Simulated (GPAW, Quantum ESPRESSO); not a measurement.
Consider LaTiO3 (Pm-3m).

```
La Ti O
1.0
     3.92000    0.00000    0.00000
     0.00000    3.92000    0.00000
     0.00000    0.00000    3.92000
La Ti O
1 1 3
Direct
  0.00000 0.00000 0.00000
  0.50000 0.50000 0.50000
  0.50000 0.00000 0.50000
  0.00000 0.50000 0.50000
  0.50000 0.50000 0.00000
```

Absorber: atom 3, with 2 Ti at 1.96 Å (linear, site symmetry 4/mmm). Method: GPAW, LDA, excited-electron core hole (neutral cell), 20-atom cell with 6.8 Å between holes, 6×6×6 k points, dipole transitions, Gaussian full width 0.9 eV up to 4 eV, rising linearly to 3.5 eV at 25 eV, without spin-orbit coupling.

What does the O K edge look like?

Main maxima up to 24 eV above the zero (height): 1.0 eV (2.13), 3.0 eV (2.06), 7.8 eV (0.59), 11.4 eV (1.69) and 17.9 eV (0.80). A K edge sees empty p states; the first features are O p mixed into the empty d states of the Ti neighbours, and the broad ones above probably into the cations' higher empty bands. The total-energy difference is 535.33 eV. One term is added: -8.83 eV, since the hole is spin-paired here and a spin-polarised one costs that much less in the free atom (computed apart). The photon energy is then 526.50 eV. The functional leaves an error in such absolute values: in the free atom LDA prices this hole 4.1 eV below PBE (computed apart), and PBE is itself good to a few eV.

The O K spectrum (energy from the lowest empty level; intensity scaled to a mean of 1 over the first 20 eV):

| E (eV) | intensity |
| --- | --- |
| -2.0 | 0.00 |
| -1.0 | 0.00 |
| 0.0 | 0.52 |
| 1.0 | 2.13 |
| 2.0 | 1.00 |
| 3.0 | 2.06 |
| 4.0 | 1.70 |
| 5.0 | 0.80 |
| 6.0 | 0.40 |
| 7.0 | 0.44 |
| 8.0 | 0.58 |
| 9.0 | 0.49 |
| 10.0 | 0.88 |
| 11.0 | 1.59 |
| 12.0 | 1.56 |
| 13.0 | 1.21 |
| 14.0 | 0.89 |
| 15.0 | 0.63 |
| 16.0 | 0.65 |
| 17.0 | 0.76 |
| 18.0 | 0.80 |
| 19.0 | 0.72 |
| 20.0 | 0.57 |
| 21.0 | 0.47 |
| 22.0 | 0.40 |
| 23.0 | 0.37 |
| 24.0 | 0.40 |
| 25.0 | 0.50 |
| 26.0 | 0.65 |
| 27.0 | 0.83 |
| 28.0 | 0.97 |
| 29.0 | 1.04 |
| 30.0 | 1.05 |

The primitive cell holds an odd number of electrons, so a spin-paired run has to come out metallic; that is right for a metal, but some such compounds are magnetic or distorted insulators. The structure is a published determination, not relaxed.

[Banner, clock and machine lines of the logs are left out without a mark of their own.]

[Logs are printed without paths, hosts, clocks, repeated set-up lines and the standing remarks that a program may print on its own settings, such as how far it seeks lower states.]

[Hosts, paths, dates, database ids (printed as entryN), source tags and the programs' standing remarks are cut or masked in the printed files.]

[Lists of maxima count a maximum above −3 eV only where it reaches 4 % of the highest in the window and stands out from its surroundings by 2 % of it (1.5 % where it reaches 55 %); shoulders and weaker maxima are passed over, and of the rest the first, up to two pre-edge ones and the few strongest are named.]
